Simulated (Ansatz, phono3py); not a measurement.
## Heat carried by phonons in KCl (Sylvite, Fm-3m)

How well does the lattice of KCl (Sylvite) conduct heat?

Experimental results on record:
- thermal conductivity 7.1 W/m/K near room temperature (given in “Combining the AFLOW GIBBS and Elastic Libraries to efficiently and robustly screen thermo-mechanical properties of solids”, 2017, arXiv:1611.05714)
- thermal conductivity 7.1 W/m/K near room temperature (given in “Predicting the lattice thermal conductivity of solids by solving the Boltzmann transport equation: AFLOW - AAPL an automated, accurate and efficient framework”, 2017, arXiv:1611.05481)

Calculated with Ansatz 0.2.0; DFT LDA, scalar-relativistic, plane waves, PAW; PAW set soft_1.

**1. Set-up**

It takes space group Fm-3m (No. 225, cubic). Conventional cell: a = 6.293 Å, b = 6.293 Å, c = 6.293 Å, α = 90.00°, β = 90.00°, γ = 90.00°. Nearest to K lie 6 Cl at 3.15 Å. Cl has 6 K at 3.15 Å nearest. Farther neighbours and most contacts between anions are not listed.

**2. A first coarse run**

A cheap single point shows whether the cell is a metal or an insulator and how far it is from rest; that sets the k-mesh and the occupations of what follows.

File input.yaml:

```yaml
crystal:
  lattice:
    - [0.0, 3.14647, 3.14647]
    - [3.14647, 0.0, 3.14647]
    - [3.14647, 3.14647, 0.0]
  atoms:
    - { symbol: K, position: [0.0, 0.0, 0.0] }
    - { symbol: Cl, position: [0.5, 0.5, 0.5] }
kpoints:
  mp_grid: { grid: [6, 6, 6] }
hamiltonian:
  xc: lda
  pseudopotentials: { kind: paw, azcp: { folder: soft_1 }, xc_functional: pbe }
scf:
  occupations: { method: gaussian, width: 0.1 }
  lower_state_search: "off"
output:
  forces: true
  stress: true
  eigenvalues: true
```

The run is started by

```sh
ansatz run input.yaml --threads 8 --pin off --max-ram 19456MiB --backend cpu --events-out ev --progress --plain --runs-dir out
```

Numbers of over 12 decimals in the logs are rounded to 6 here.

Output:

```text
Engine: ansatz 0.2.0, aarch64-unknown-linux-gnu
Pseudopotentials: kind: paw
Pseudopotential: K, paw, valence charge 9, recommended cutoff 420 eV (normal), soft_1/K.paw.azcp
Pseudopotential: Cl, paw, valence charge 7, recommended cutoff 420 eV (normal), soft_1/Cl.paw.azcp
Functional definition: SPW92
  exchange = slater_x
  correlation = pw_c
Crystal: 2 atoms, lattice volume = 62.302 Å³
Basis set: ecut = 420 eV, 1243 PW (Γ)
Bands: 12, of which v1, the nominal top of the filled ones, is band 8 counted from 1 (7 counted from 0)
Symmetry: 48 space group operations
Space group: Fm-3m (ITA 225), of the structure as read, at distance tolerance 4.0e-5 Å
k-points: 16 of 216
Non-local potential: K, projectors of the file, l = 0: 3, l = 1: 2, l = 2: 2
Non-local potential: Cl, projectors of the file, l = 0: 2, l = 1: 2, l = 2: 1
PAW form: soft (Blöchl's): semilocal exchange-correlation on the pseudo side does not see the compensation charge
PAW frozen core: K, regenerated for the run's functional, and the local potential with it (the file was generated under x = pbe(κ = 0.804, μ = 0.219515), c = pbe(β = 0.066725))
PAW frozen core: Cl, regenerated for the run's functional, and the local potential with it (the file was generated under x = pbe(κ = 0.804, μ = 0.219515), c = pbe(β = 0.066725))
PAW one-centre angular grid: K, 110 points (default); XC on 64 Gauss nodes
PAW one-centre angular grid: Cl, 110 points (default); XC on 64 Gauss nodes
Initial density: superposition of atomic densities (chi_scale 0.1, normalization cell, long waves kept (reshape's long-wave potential 0.00 eV rms))
Initial wavefunctions: pseudopotential atomic-orbital guess
Functional: x = slater, c = lda
SCF iter   1: F=—  HF=-2545.164581 eV  |F-HF|=—  |Δ(HF+E_count)|=         —  Δρ=4.65e-2  dr2=2.20e0  ethr=3.10e-3  ⟨swp⟩=6.4  Hψ=1267  notcnv=0
preconditioner: auto → none  [insulator: Δε(μ)=3.520 eV  Ē_g=14.812 eV  σ=0.100 eV  W_gap=1.00  n_scr=14 (ndim 8)  ℏωp=17.6 eV  f_vac=0.000  D(μ)=0.00/eV (n_scr^D=0)  ε∞_Penn≈2.4]
SCF iter   2: F=—  HF=-2544.298847 eV  |F-HF|=—  |Δ(HF+E_count)|=   8.66e-1  Δρ=1.29e-2  dr2=1.54e-1  ethr=3.10e-3  ⟨swp⟩=4.1  Hψ=597  notcnv=0
SCF iter   3: F=—  HF=-2544.251970 eV  |F-HF|=—  |Δ(HF+E_count)|=   4.69e-2  Δρ=4.09e-3  dr2=1.28e-2  ethr=9.62e-4  ⟨swp⟩=2.2  Hψ=313  notcnv=0
SCF iter   4: F=—  HF=-2544.250812 eV  |F-HF|=—  |Δ(HF+E_count)|=   1.16e-3  Δρ=1.16e-3  dr2=8.11e-4  ethr=8.01e-5  ⟨swp⟩=2.0  Hψ=291  notcnv=0
SCF iter   5: F=—  HF=-2544.251022 eV  |F-HF|=—  |Δ(HF+E_count)|=   2.10e-4  Δρ=8.48e-5  dr2=6.02e-6  ethr=5.07e-6  ⟨swp⟩=2.1  Hψ=316  notcnv=0
SCF iter   6: F=—  HF=-2544.251021 eV  |F-HF|=—  |Δ(HF+E_count)|=   8.36e-7  Δρ=1.90e-5  dr2=1.98e-7  ethr=3.76e-8  ⟨swp⟩=2.0  Hψ=253  notcnv=0
SCF iter   7: F=-2544.251021 eV  HF=-2544.251021 eV  |F-HF|=1.11e-9  |Δ(HF+E_count)|=   6.63e-8  Δρ=2.79e-6  dr2=2.14e-9  ethr=6.25e-10  ⟨swp⟩=7.4  Hψ=1175  notcnv=0
SCF 1 converged in 7 iterations: F = -2544.251021 eV  dr2 = 2.14e-9
  greatest PAW one-centre occupation: 0.985 electrons in one spin orbital (limit 2), on the K atom at site 0 (counted from 0), in its partial waves of l = 0
SCF converged after 7 iterations
Free energy (F): -2544.251021 eV
Harris-Foulkes:  -2544.251021 eV  (|F-HF|=1.11e-9)
Internal energy: -2544.251021 eV  (E = F + TS)
E sigma→0 (E₀):  -2544.251021 eV
Fermi energy:    2.953140 eV
--- Per-component energies (eV) ---
  E_band       = -134.663772
  E_kinetic    = 407.038212
  E_local      = -831.980399  (includes V_loc(G=0)·N_el)
  E_nonlocal   = 48.271852
  E_hartree    = 278.739378
  E_xc         = -239.669228
  E_vxc        = -280.306987  (∫ρ·V_xc dr)
  E_paw        = -1368.078293  (= ΣΔE_a)
  E_vpaw       = -35.165845  (= ΣTr[D̂ρ^β])
  E_aug_tail   = 0.000111  (compensation charges beyond the density's cutoff)
  E_ewald      = -839.020646
  E_core_change = 0.447992  (= ΣΔE_core)
  E_smearing   = -0.000000  (= −TS)
  E_closure    = 0.000000  (closes the sum)
  Σ components = -2544.251021   (vs F -2544.251021, Δ=0.00e0)
--- Forces (eV/Å), atoms counted from 1 ---
  atom   1  K     -0.00000000     0.00000000    -0.00000000
  atom   2  Cl     0.00000000    -0.00000000     0.00000000
  max |Σ_I F_I| component: 6.38e-30 eV/Å
--- Stress (GPa, compression-positive) ---
       -1.958079       0.000000       0.000000
       -0.000000      -1.958079       0.000000
        0.000000       0.000000      -1.958079
  P = ⅓ Tr σ = -1.9581 GPa (-19.581 kbar)
--- Band table (eV; the first three rows and the last of 16) ---
  k-point 0: bands = [... 4 lower, -9.9584, 0.5797, 0.5797, 0.5797, 5.3243, 8.6564, 8.6564, 8.6564]
  k-point 1: bands = [... 4 lower, -9.8926, 0.2363, 0.4883, 0.4883, 5.9806, 8.4597, 9.0033, 9.0033]
  k-point 2: bands = [... 4 lower, -9.7708, -0.3153, 0.3160, 0.3160, 7.2197, 8.5035, 9.9442, 9.9442]
  k-point 15: bands = [... 4 lower, -9.9041, -0.0277, 0.1297, 0.1990, 7.4801, 9.1411, 9.2857, 10.4616]
```

Run time: 0.33 s. Hardware: 8 threads of Arm Neoverse V1, shared host; peak memory 0.29 GiB.

This step gave:

```
pressure          : -1.958 GPa
gap on the k-mesh : 4.745 eV
volume per atom   : 31.15 Å³/atom
```

The start is under -2.0 GPa at this level and looks like an insulator or semiconductor on this mesh.

**3. Relaxation**

The vibrations must be taken about the equilibrium of this functional, not about the starting cell, so the structure is relaxed.

Changes to input.yaml since step 2:

```diff
@@ -14,3 +14,3 @@
 scf:
-  occupations: { method: gaussian, width: 0.1 }
+  occupations: { method: gaussian, width: 0.02 }
   lower_state_search: "off"
@@ -20 +20,6 @@
   eigenvalues: true
+relax:
+  adjacent_minimum: "off"
+  f_tol: 0.005
+  max_steps: 80
+  cell: { stress_tol: 0.05 }
```

Output:

```text
[...]
Crystal: 2 atoms, lattice volume = 62.302 Å³
Basis set: ecut = 420 eV, 1243 PW (Γ)
Bands: 12, of which v1, the nominal top of the filled ones, is band 8 counted from 1 (7 counted from 0)
Symmetry: 48 space group operations
[...]
k-points: 16 of 216
[...]
SCF iter   1: F=—  HF=-2545.164580 eV  |F-HF|=—  |Δ(HF+E_count)|=         —  Δρ=4.65e-2  dr2=2.20e0  ethr=3.10e-3  ⟨swp⟩=7.0  Hψ=1348  notcnv=0
[...]
SCF iter   7: F=-2544.251021 eV  HF=-2544.251021 eV  |F-HF|=9.83e-10  |Δ(HF+E_count)|=   4.28e-8  Δρ=2.98e-6  dr2=2.31e-9  ethr=6.25e-10  ⟨swp⟩=6.3  Hψ=1110  notcnv=0
SCF 1 converged in 7 iterations: F = -2544.251021 eV  dr2 = 2.31e-9
[...]
relax step   1: F+E_penalty+E_count = -2544.25102100 eV  Δ(F+E_penalty+E_count) = +0.000e0 eV  max|allowed force component| = 2.853e-29 eV/Å  Δτ_max = 0.0000 Å  P = -1.958 GPa  Ω = 62.302 Å³  (7 SCF iters, dr2 threshold 1.00e-7 eV, accepted)
Crystal: 2 atoms, lattice volume = 58.818 Å³
Basis set: ecut = 420 eV, 1139 PW (Γ)
[...]
iter 1 solved again at ethr=1.62e-5 eV; its pass at ethr=3.10e-3 eV (dr2=2.59e-3 eV) is discarded
[...]
SCF iter   6: F=-2544.284164 eV  HF=-2544.284164 eV  |F-HF|=4.04e-9  |Δ(HF+E_count)|=   1.79e-8  Δρ=2.99e-6  dr2=7.94e-9  ethr=1.25e-9  ⟨swp⟩=5.2  Hψ=935  notcnv=0
SCF 2 converged in 6 iterations: F = -2544.284164 eV  dr2 = 7.94e-9
relax step   2: F+E_penalty+E_count = -2544.28416385 eV  Δ(F+E_penalty+E_count) = -3.314e-2 eV  max|allowed force component| = 2.551e-29 eV/Å  Δτ_max = 0.0000 Å  P = -1.021 GPa  Ω = 58.818 Å³  energy of the carried Pulay correction = +1.078e-4 eV  (6 SCF iters, dr2 threshold 2.00e-7 eV, accepted)
Crystal: 2 atoms, lattice volume = 55.442 Å³
Basis set: ecut = 420 eV, 1067 PW (Γ)
[...]
SCF iter   5: F=-2544.292777 eV  HF=-2544.292777 eV  |F-HF|=1.42e-8  |Δ(HF+E_count)|=   1.38e-7  Δρ=9.16e-6  dr2=2.65e-8  ethr=1.25e-9  ⟨swp⟩=6.6  Hψ=1015  notcnv=0
SCF 3 converged in 5 iterations: F = -2544.292777 eV  dr2 = 2.65e-8
relax step   3: F+E_penalty+E_count = -2544.29277738 eV  Δ(F+E_penalty+E_count) = -8.614e-3 eV  max|allowed force component| = 2.616e-29 eV/Å  Δτ_max = 0.0000 Å  P = +0.293 GPa  Ω = 55.442 Å³  energy of the carried Pulay correction = +2.183e-4 eV  (5 SCF iters, dr2 threshold 2.00e-7 eV, accepted)
[...]
relax step   4: F+E_penalty+E_count = -2544.29333779 eV  Δ(F+E_penalty+E_count) = -5.604e-4 eV  max|allowed force component| = 1.551e-29 eV/Å  Δτ_max = 0.0000 Å  P = -0.028 GPa  Ω = 56.161 Å³  energy of the carried Pulay correction = +1.943e-4 eV  (4 SCF iters, dr2 threshold 2.00e-7 eV, accepted)
[...]
SCF iter   1: F=—  HF=-2544.293185 eV  |F-HF|=—  |Δ(HF+E_count)|=         —  Δρ=6.75e-5  dr2=3.48e-7  ethr=1.10e-6  ⟨swp⟩=2.9  Hψ=1898  notcnv=0
eigensolver tolerance schedule: the retry pair's looser diagonalisation over-reported the residual by 502.95 of it (diagonalisation noise at 0.22 of the residual, at the tolerance the schedule requests for it); recorded, not acted on — ethr = c·dr2/N_el stays at c = 1.0e-1
[...]
SCF iter   2: F=—  HF=-2544.293184 eV  |F-HF|=—  |Δ(HF+E_count)|=   1.08e-6  Δρ=3.28e-5  dr2=7.45e-8  ethr=2.18e-9  ⟨swp⟩=2.1  Hψ=310  notcnv=0
[...]
SCF iter   5: F=-2544.293184 eV  HF=-2544.293184 eV  |F-HF|=4.09e-12  |Δ(HF+E_count)|=  1.18e-11  Δρ=1.27e-7  dr2=7.17e-12  ethr=1.00e-12  ⟨swp⟩=6.0  Hψ=814  notcnv=0
SCF 5 converged in 5 iterations: F = -2544.293184 eV  dr2 = 7.17e-12
relax step   5: F+E_penalty+E_count = -2544.29318362 eV  Δ(F+E_penalty+E_count) = +1.542e-4 eV  max|allowed force component| = 2.117e-29 eV/Å  Δτ_max = 0.0000 Å  P = -0.030 GPa  Ω = 56.161 Å³  stress off target by 2.99e-2 GPa  SCF on the basis re-selected at this cell (its energy is not comparable with the rows above)  (5 SCF iters)
basis re-selected at this cell: Δ(F+E_penalty+E_count) = +1.542e-4 eV, ΔP = -0.002 GPa vs the last step (what re-selecting the basis moved, of the pressure what is left beyond the Pulay correction that the steps carried, after the strain that the cell walked since its last selection, with what the two solves' SCF thresholds leave and, on support functions, any second-order correction that the steps lacked; it is no m [...]
SCF converged after 5 iterations
Free energy (F): -2544.293184 eV
[...]
Internal energy: -2544.293184 eV  (E = F + TS)
E sigma→0 (E₀):  -2544.293184 eV
Fermi energy:    3.878693 eV
[...]
--- Stress (GPa, compression-positive) ---
       -0.029924      -0.000000      -0.000000
       -0.000000      -0.029924      -0.000000
       -0.000000      -0.000000      -0.029924
  P = ⅓ Tr σ = -0.0299 GPa (-0.299 kbar)
--- Band table (eV; the first three rows and the last of 16) ---
  k-point 0: bands = [... 4 lower, -8.9907, 1.3244, 1.3244, 1.3244, 6.4329, 9.4246, 9.4246, 9.4246]
  k-point 1: bands = [... 4 lower, -8.9049, 0.9184, 1.2056, 1.2056, 7.1507, 9.2523, 9.8095, 9.8095]
  k-point 2: bands = [... 4 lower, -8.7458, 0.2690, 0.9845, 0.9845, 8.3656, 9.4902, 10.8591, 10.8591]
  k-point 15: bands = [... 4 lower, -8.9211, 0.6563, 0.7851, 0.9029, 8.2214, 10.1857, 10.5322, 11.6442]
--- Relaxed structure (4 steps of the walk, 4 accepted, 1 SCFs on fresh bases) ---
  F+E_penalty+E_count = -2544.29318362 eV   max|allowed force component| = 2.117e-29 eV/Å   (the final SCF, on the basis selected at the relaxed cell)
  cell:  # Å, volume = 56.1606 Å³
    - [0, 3.039489, 3.039489]
    - [3.039489, 0, 3.039489]
    - [3.039489, 3.039489, 0]
  atoms:
    - { symbol: K, position: [0, 0, 0] }
    - { symbol: Cl, position: [0.500000, 0.500000, 0.500000] }
```

Wall time 1.2 s (8 threads); peak memory 0.32 GiB.

Relaxation path:

```csv
step,energy less that of the first step (eV),largest force component (eV/Å),pressure (GPa),volume (Å³)
1,0.0000,0.0000,-1.96,62.30
2,-0.0331,0.0000,-1.02,58.82
3,-0.0418,0.0000,0.29,55.44
4,-0.0423,0.0000,-0.03,56.16
5*,-0.0422,0.0000,-0.03,56.16
```

Relaxation steps marked * repeat the geometry before them on a plane-wave basis chosen anew for their cell, so energy and pressure can jump there.

Forces are held to the 48 operations that the run works with; a distortion that breaks them can't arise in this run.

```csv
"conventional cell, symmetrised",before,after,change
a (Å),6.293,6.079,-3.4 %
b (Å),6.293,6.079,-3.4 %
c (Å),6.293,6.079,-3.4 %
volume (Å³/atom),31.15,28.08,-9.9 %
```

The relaxed structure:

```xyz
2
Lattice="0.0000 3.0395 3.0395 3.0395 0.0000 3.0395 3.0395 3.0395 0.0000" Properties=species:S:1:pos:R:3 pbc="T T T"
K     0.0000    0.0000    0.0000
Cl    3.0395    3.0395    3.0395
```

Numbers from this step:

```
pressure          : -0.02992 GPa
gap on the k-mesh : 5.109 eV
volume per atom   : 28.08 Å³/atom
```

The relaxation ends with a pressure of -0.03 GPa.

**4. A second relaxation**

The relaxation is run once more from where the first one ended, as the script does after a large change of volume or of the gap, with mesh and occupations reviewed.

input.yaml, the sections that differ from step 3:

```yaml
crystal:
  lattice:
    - [0.0, 3.0394887786, 3.0394887786]
    - [3.0394887786, 0.0, 3.0394887786]
    - [3.0394887786, 3.0394887786, 0.0]
  atoms:
    - { symbol: K, position: [0.0, 0.0, 0.0] }
    - { symbol: Cl, position: [0.5, 0.5, 0.5] }
output:
  forces: true
  stress: true
  eigenvalues: true
  write_density: true
  write_potential: true
  elf: true
  volumetric_format: npy
# kpoints, hamiltonian, scf, relax: as in step 3
```

Output:

```text
[...]
Crystal: 2 atoms, lattice volume = 56.161 Å³
Basis set: ecut = 420 eV, 1067 PW (Γ)
Bands: 12, of which v1, the nominal top of the filled ones, is band 8 counted from 1 (7 counted from 0)
Symmetry: 48 space group operations
[...]
k-points: 16 of 216
[...]
SCF iter   1: F=—  HF=-2545.179084 eV  |F-HF|=—  |Δ(HF+E_count)|=         —  Δρ=4.84e-2  dr2=2.10e0  ethr=3.10e-3  ⟨swp⟩=7.3  Hψ=1375  notcnv=0
[...]
SCF iter   7: F=-2544.293184 eV  HF=-2544.293184 eV  |F-HF|=6.11e-10  |Δ(HF+E_count)|=   9.47e-8  Δρ=1.62e-6  dr2=9.54e-10  ethr=6.25e-10  ⟨swp⟩=10.9  Hψ=1546  notcnv=0
SCF 1 converged in 7 iterations: F = -2544.293184 eV  dr2 = 9.54e-10
[...]
relax step   1: F+E_penalty+E_count = -2544.29318362 eV  Δ(F+E_penalty+E_count) = +0.000e0 eV  max|allowed force component| = 8.184e-30 eV/Å  Δτ_max = 0.0000 Å  P = -0.030 GPa  Ω = 56.161 Å³  (7 SCF iters, dr2 threshold 1.00e-7 eV, accepted)
[...]
SCF iter   4: F=-2544.293184 eV  HF=-2544.293184 eV  |F-HF|=7.73e-12  |Δ(HF+E_count)|=  6.68e-11  Δρ=1.56e-7  dr2=1.04e-11  ethr=1.00e-12  ⟨swp⟩=4.9  Hψ=920  notcnv=0
SCF 2 converged in 4 iterations: F = -2544.293184 eV  dr2 = 1.04e-11
relax step   2: F+E_penalty+E_count = -2544.29318362 eV  Δ(F+E_penalty+E_count) = -3.047e-10 eV  max|allowed force component| = 4.963e-30 eV/Å  Δτ_max = 0.0000 Å  P = -0.030 GPa  Ω = 56.161 Å³  stress off target by 2.99e-2 GPa  SCF on the basis re-selected at this cell (its energy is not comparable with the rows above)  (4 SCF iters)
basis re-selected at this cell: Δ(F+E_penalty+E_count) = -3.047e-10 eV, ΔP = -0.000 GPa vs the last step (what re-selecting the basis moved, of the pressure what is left beyond the Pulay correction that the steps carried, after the strain that the cell walked since its last selection, with what the two solves' SCF thresholds leave and, on support functions, any second-order correction that the steps lacked; it is no  [...]
SCF converged after 4 iterations
Free energy (F): -2544.293184 eV
[...]
Internal energy: -2544.293184 eV  (E = F + TS)
E sigma→0 (E₀):  -2544.293184 eV
Fermi energy:    3.878693 eV
[...]
--- Stress (GPa, compression-positive) ---
       -0.029920      -0.000000      -0.000000
        0.000000      -0.029920       0.000000
       -0.000000      -0.000000      -0.029920
  P = ⅓ Tr σ = -0.0299 GPa (-0.299 kbar)
--- Band table (eV; the first three rows and the last of 16) ---
  k-point 0: bands = [... 4 lower, -8.9907, 1.3244, 1.3244, 1.3244, 6.4329, 9.4246, 9.4246, 9.4246]
  k-point 1: bands = [... 4 lower, -8.9049, 0.9184, 1.2056, 1.2056, 7.1507, 9.2523, 9.8095, 9.8095]
  k-point 2: bands = [... 4 lower, -8.7458, 0.2690, 0.9845, 0.9845, 8.3656, 9.4902, 10.8591, 10.8591]
  k-point 15: bands = [... 4 lower, -8.9211, 0.6563, 0.7851, 0.9029, 8.2214, 10.1857, 10.5322, 11.6442]
--- Relaxed structure (1 steps of the walk, 1 accepted, 1 SCFs on fresh bases) ---
[...]
cell:  # Å, volume = 56.1606 Å³
    - [0.0, 3.0394887786, 3.0394887786]
    - [3.0394887786, 0.0, 3.0394887786]
    - [3.0394887786, 3.0394887786, 0.0]
  atoms:
    - { symbol: K, position: [0.0, 0.0, 0.0] }
    - { symbol: Cl, position: [0.5, 0.5, 0.5] }
```

It took 0.58 s on 8 threads; peak memory 0.31 GiB.

Little changed from the start: no atom moved by 0.005 Å and no cell edge by 0.1 %.

Valence density in the ac plane of the conventional cell at fractional y = 0.000, with atoms of K and Cl within 0.2 Å of it. It is the smooth field of the valence electrons, not physical close to the nuclei.

Ten even steps from '0' (0.0 e/Å³) to '9' (4.3 e/Å³), each cell a mean:
```
96200023233100148
53000012331000014
10000000110000001
00000000000000000
00000000000000000
10000000100000001
32100003541000013
23200026984000133
13200027995100132
33100015763000023
21000001220000012
00000000000000000
00000000000000000
00000000000000000
21000001221000002
74100013332000036
97200023123100159
```
Columns run along a (6.1 Å), rows up along c (6.1 Å), edges of the conventional cell, whose origin can differ from the input's. Atoms in or near the plane, at fractional coordinates: K at (0.00, 0.00), K at (0.50, 0.50), Cl at (0.50, 0.00), Cl at (0.00, 0.50).

Electrostatic potential energy in the ac plane of the conventional cell at fractional y = 0.000, with atoms of K and Cl within 0.2 Å of it. With pseudopotentials it is smooth inside the atoms' cores, unlike the true potential.

Ten even steps from '0' (-43 eV) to '9' (8 eV), each cell a mean:
```
01689961013899730
24799985237999863
78999999889999987
99999999999999999
99999999999999999
89999998778999998
35899974336899973
01699861003799831
01599850003799820
13799962014899951
57999986567999986
99999999889999999
99999999999999999
89999999999999998
57899997568999976
13799973115999841
01589951003899720
```
Columns run along a (6.1 Å; values clipped at the 3rd and 97th percentile), rows up along c (6.1 Å), edges of the conventional cell, whose origin can differ from the input's. Atoms in or near the plane, at fractional coordinates: K at (0.00, 0.00), K at (0.50, 0.50), Cl at (0.50, 0.00), Cl at (0.00, 0.50).

ELF in the ac plane of the conventional cell at fractional y = 0.000, with atoms of K and Cl within 0.2 Å of it. It is the smooth field of the valence electrons, not physical close to the nuclei.

Values, 9 rows by 16 columns, each cell a mean:
```
0.81 0.85 0.64 0.13 0.27 0.75 0.85 0.72 0.66 0.82 0.83 0.53 0.09 0.40 0.80 0.82
0.41 0.31 0.13 0.03 0.12 0.43 0.61 0.68 0.69 0.65 0.53 0.24 0.03 0.07 0.24 0.38
0.50 0.47 0.36 0.16 0.03 0.04 0.12 0.21 0.24 0.17 0.08 0.02 0.07 0.27 0.43 0.49
0.78 0.84 0.80 0.49 0.07 0.30 0.73 0.83 0.83 0.80 0.53 0.11 0.25 0.72 0.85 0.81
0.41 0.76 0.85 0.56 0.10 0.48 0.85 0.77 0.70 0.85 0.72 0.18 0.29 0.78 0.84 0.56
0.83 0.84 0.76 0.43 0.06 0.22 0.59 0.75 0.77 0.69 0.39 0.07 0.22 0.65 0.81 0.84
0.31 0.28 0.20 0.08 0.02 0.07 0.13 0.18 0.19 0.15 0.10 0.04 0.05 0.16 0.25 0.30
0.61 0.51 0.26 0.05 0.16 0.56 0.75 0.80 0.81 0.78 0.67 0.35 0.05 0.12 0.41 0.58
0.74 0.85 0.69 0.16 0.29 0.78 0.85 0.64 0.51 0.78 0.84 0.55 0.10 0.45 0.84 0.80
```
Columns run along a (6.1 Å), rows up along c (6.1 Å), edges of the conventional cell, whose origin can differ from the input's. Atoms in or near the plane, at fractional coordinates: K at (0.00, 0.00), K at (0.50, 0.50), Cl at (0.50, 0.00), Cl at (0.00, 0.50).

(Part 1 of 5 ends here.)

[Logs are printed without paths, hosts, clocks, repeated set-up lines and the standing remarks that a program may print on its own settings, such as how far it seeks lower states.]

[Hosts, paths, dates, database ids (printed as entryN), source tags and the programs' standing remarks are cut or masked in the printed files.]

[A step with changed settings may run another functional than the one named; its input shows which.]
